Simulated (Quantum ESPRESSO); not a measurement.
**CaO (Lime): phonon frequency against volume, with a fit**

Wanted: a fit of frequency against volume for CaO (Lime), tested on a run that is left out of it.

Method: DFT LDA, scalar-relativistic, plane waves, PseudoDojo norm-conserving pseudopotentials, in Quantum ESPRESSO 7.5.

### Step 1. Set-up

The structure is cubic, space group Fm-3m (No. 225). The conventional cell has a = 4.704 Å, b = 4.704 Å, c = 4.704 Å, α = 90.00°, β = 90.00°, γ = 90.00°. Nearest to Ca lie 6 O at 2.35 Å. O has 6 Ca at 2.35 Å nearest. Farther neighbours and most contacts between anions are not listed.

Structure file:

```
CELL_PARAMETERS angstrom
-2.35206 0.00000 2.35206
0.00000 2.35206 2.35206
-2.35206 2.35206 0.00000
ATOMIC_POSITIONS crystal
Ca 0.00000 0.00000 0.00000
O 0.50000 0.50000 0.50000
```

This is the cell after its relaxation at this level of theory, not the database cell from which that began.

### Step 2. Runs at several volumes

The relaxed cell is scaled uniformly; in this structure symmetry fixes all atoms, so nothing has to be relaxed anew. Each volume gets a ground state and a response at Γ. The mode followed is the highest one without the macroscopic field, of symmetry T1u; longitudinal polar modes lie higher. Cutoff 92 Ry, k mesh 8×8×8.

From the response at V/V₀ = 0.97:

The program printed:

```text
[banners, grids, parts of the stress and lines that vanish by symmetry left out]
Program PHONON v.7.5
     Reading xml data from directory:

[...]
Exchange-correlation= PW
                           (   1   4   0   0   0   0   0)
[...]
kinetic-energy cut-off    =      92.0000  Ry
     charge density cut-off    =     368.0000  Ry
     convergence threshold     =      1.0E-18
[...]
Exchange-correlation= PW
                           (   1   4   0   0   0   0   0)
[...]
q = (   0.0000000   0.0000000   0.0000000 )
     49 Sym.Ops. (with q -> -q+G )
     G cutoff =  721.8134  (  20179 G-vectors)     FFT grid: ( 40, 40, 40)
     number of k points=    29
[...]
Mode symmetry, O_h (m-3m)  point group:
[...]
Dielectric constant
[...]
End of electric fields calculation
          Dielectric constant in cartesian axis
          (       3.892646708       0.000000000       0.000000000 )
          (      -0.000000000       3.892646708      -0.000000000 )
          (       0.000000000      -0.000000000       3.892646708 )
          Effective charges (d Force / dE) in cartesian axis without acoustic sum rule applied (asr)
           atom    1  Ca    Mean Z*:        2.39247
      Ex  (        2.39247        0.00000        0.00000 )
      Ey  (        0.00000        2.39247        0.00000 )
      Ez  (        0.00000       -0.00000        2.39247 )
           atom    2  O     Mean Z*:       -2.39236
      Ex  (       -2.39236        0.00000       -0.00000 )
      Ey  (        0.00000       -2.39236        0.00000 )
      Ez  (       -0.00000        0.00000       -2.39236 )
          Effective charges Sum: Mean:        0.00010
[...]
Effective charges (d Force / dE) in cartesian axis with asr applied:
           atom    1  Ca    Mean Z*:        2.39242
[...]
atom    2  O     Mean Z*:       -2.39242
[...]
Representation #   1 modes #   1   2   3
[...]
End of self-consistent calculation
     Convergence has been achieved
     Representation #   2 modes #   4   5   6
[...]
End of self-consistent calculation
     Convergence has been achieved
[...]
Dielectric constant in cartesian axis
          (       3.892646708       0.000000000       0.000000000 )
          (      -0.000000000       3.892646708      -0.000000000 )
          (       0.000000000      -0.000000000       3.892646708 )
          Effective charges (d Force / dE) in cartesian axis without acoustic sum rule applied (asr)
           atom    1  Ca    Mean Z*:        2.39247
      Ex  (        2.39247        0.00000        0.00000 )
      Ey  (        0.00000        2.39247        0.00000 )
      Ez  (        0.00000       -0.00000        2.39247 )
           atom    2  O     Mean Z*:       -2.39236
      Ex  (       -2.39236        0.00000       -0.00000 )
      Ey  (        0.00000       -2.39236        0.00000 )
      Ez  (       -0.00000        0.00000       -2.39236 )
          Effective charges Sum: Mean:        0.00010
[...]
Effective charges (d Force / dE) in cartesian axis with asr applied:
           atom    1  Ca    Mean Z*:        2.39242
[...]
atom    2  O     Mean Z*:       -2.39242
[...]
q = (    0.000000000   0.000000000   0.000000000 )
[...]
freq (    1) =       0.011197 [THz] =       0.373499 [cm-1]
     freq (    2) =       0.011197 [THz] =       0.373499 [cm-1]
     freq (    3) =       0.011197 [THz] =       0.373499 [cm-1]
     freq (    4) =       9.392290 [THz] =     313.293067 [cm-1]
     freq (    5) =       9.392290 [THz] =     313.293067 [cm-1]
     freq (    6) =       9.392290 [THz] =     313.293067 [cm-1]
[...]
Mode symmetry, O_h (m-3m)  point group:
     freq (   1-   3) =          0.4  [cm-1]   --> T_1u G_15  G_4- I
     freq (   4-   6) =        313.3  [cm-1]   --> T_1u G_15  G_4- I

   JOB DONE.
```

One volume, V/V₀ = 1, is held back as a test.

```
V/V₀  volume (Å³/atom)  pressure (GPa)   ω (cm⁻¹)
0.97            12.622            4.20     313.29
   1            13.012            0.00  held back
1.03            13.402           -3.58     268.97
```

### Step 3. The fit

The mode Grüneisen parameter is γ = −d ln ω / d ln V.

```
ln(V/V₀)    ln ω
 -0.0305  5.7471
  0.0296  5.5946
```

A straight line through these points has the slope -2.541, so γ = 2.54; at V/V₀ = 1 it predicts ω = exp(5.6697 + 0.0000) = 289.95 cm⁻¹.

A parabola of pressure against ln V through V/V₀ = 0.97, 1 and 1.03 gives the bulk modulus B = −dP/d ln V = 129 GPa at V₀. With ω₀ from the fitted line the pressure coefficient follows as dω/dP = γ ω₀ / B = 2.54 × 290.0 / 129 = 5.70 cm⁻¹/GPa.

### Step 4. The run that was held back

The program printed:

```text
[banners, grids, parts of the stress and lines that vanish by symmetry left out]
[banner, memory and clock lines left out]
Program PHONON v.7.5

[...]
Exchange-correlation= PW
                           (   1   4   0   0   0   0   0)
[...]
(   8 q-points):
[...]
kinetic-energy cut-off    =      92.0000  Ry
     charge density cut-off    =     368.0000  Ry
     convergence threshold     =      1.0E-18
[...]
Exchange-correlation= PW
                           (   1   4   0   0   0   0   0)
[...]
q = (   0.0000000   0.0000000   0.0000000 )
     49 Sym.Ops. (with q -> -q+G )
     G cutoff =  736.6205  (  20875 G-vectors)     FFT grid: ( 40, 40, 40)
     number of k points=    29
[...]
Mode symmetry, O_h (m-3m)  point group:
[...]
Dielectric constant
[...]
End of electric fields calculation
          Dielectric constant in cartesian axis
          (       3.869324157      -0.000000000      -0.000000000 )
          (      -0.000000000       3.869324157       0.000000000 )
          (      -0.000000000       0.000000000       3.869324157 )
          Effective charges (d Force / dE) in cartesian axis without acoustic sum rule applied (asr)
           atom    1  Ca    Mean Z*:        2.37861
      Ex  (        2.37861        0.00000        0.00000 )
      Ey  (        0.00000        2.37861        0.00000 )
      Ez  (        0.00000        0.00000        2.37861 )
           atom    2  O     Mean Z*:       -2.37846
      Ex  (       -2.37846        0.00000        0.00000 )
      Ey  (        0.00000       -2.37846       -0.00000 )
[...]
Convergence has been achieved
[...]
Convergence has been achieved
[...]
Convergence has been achieved
[...]
q = (    0.000000000  -1.000000000   0.000000000 )
[...]
freq (    5) =       9.429916 [THz] =     314.548130 [cm-1]
     freq (    6) =      11.796118 [THz] =     393.476151 [cm-1]
[...]
Mode symmetry, D_4h(4/mmm) point group:
     freq (   1-   2) =        205.3  [cm-1]   --> E_u  X_5' M_5'
     freq (   3-   3) =        312.0  [cm-1]   --> A_2u X_4' M_4'
     freq (   4-   5) =        314.5  [cm-1]   --> E_u  X_5' M_5'
     freq (   6-   6) =        393.5  [cm-1]   --> A_2u X_4' M_4'
[...]
Mode symmetry, D_2d (-42m) point group:
[...]
Representation #   1 mode #   1
[...]
Convergence has been achieved
     Representation #   2 mode #   2
[...]
Convergence has been achieved
     Representation #   3 modes #   3   4
[...]
End of self-consistent calculation
     Convergence has been achieved
     Representation #   4 modes #   5   6
[...]
End of self-consistent calculation
     Convergence has been achieved
[...]
q = (   -0.500000000  -1.000000000   0.000000000 )
[...]
freq (    1) =       7.533871 [THz] =     251.302897 [cm-1]
     freq (    2) =       8.277391 [THz] =     276.104028 [cm-1]
     freq (    3) =       8.277391 [THz] =     276.104028 [cm-1]
     freq (    4) =      10.589209 [THz] =     353.217977 [cm-1]
     freq (    5) =      10.589209 [THz] =     353.217977 [cm-1]
     freq (    6) =      11.187700 [THz] =     373.181493 [cm-1]
[...]
Mode symmetry, D_2d (-42m) point group:
     freq (   1-   1) =        251.3  [cm-1]   --> B_2  X_3  W_2
     freq (   2-   3) =        276.1  [cm-1]   --> E    X_5  W_3
     freq (   4-   5) =        353.2  [cm-1]   --> E    X_5  W_3
     freq (   6-   6) =        373.2  [cm-1]   --> A_1  X_1  W_1
```

It gives 290.88 cm⁻¹ against the predicted 289.95 cm⁻¹, a miss of 0.9 cm⁻¹.

### Step 5. What came out

| Property | Result |
| --- | --- |
| mode Grüneisen parameter | 2.541 |
| bulk modulus | 129 GPa |
| pressure coefficient | 5.70 cm⁻¹/GPa |

What this shows: The highest optical mode of CaO (Lime) without the LO-TO term stiffens by 5.70 cm⁻¹ a GPa near the relaxed volume, with γ = 2.54. The power law meets all 3 runs within 0.32 %; between neighbouring volumes γ runs from 2.44 to 2.65. Such a coefficient turns a measured shift of this mode into a hydrostatic stress; uniaxial or biaxial stress splits the mode and needs deformation potentials. These are harmonic values at zero temperature for the structure held cubic, which a run at Γ can't show to be stable; the bulk modulus rests on three points.

[Host names and launcher messages were left out of these logs when they were recorded.]

[Logs are printed without paths, hosts, clocks, repeated set-up lines and the standing remarks that a program may print on its own settings, such as how far it seeks lower states.]

[Hosts, paths, dates, database ids (printed as entryN), source tags and the programs' standing remarks are cut or masked in the printed files.]
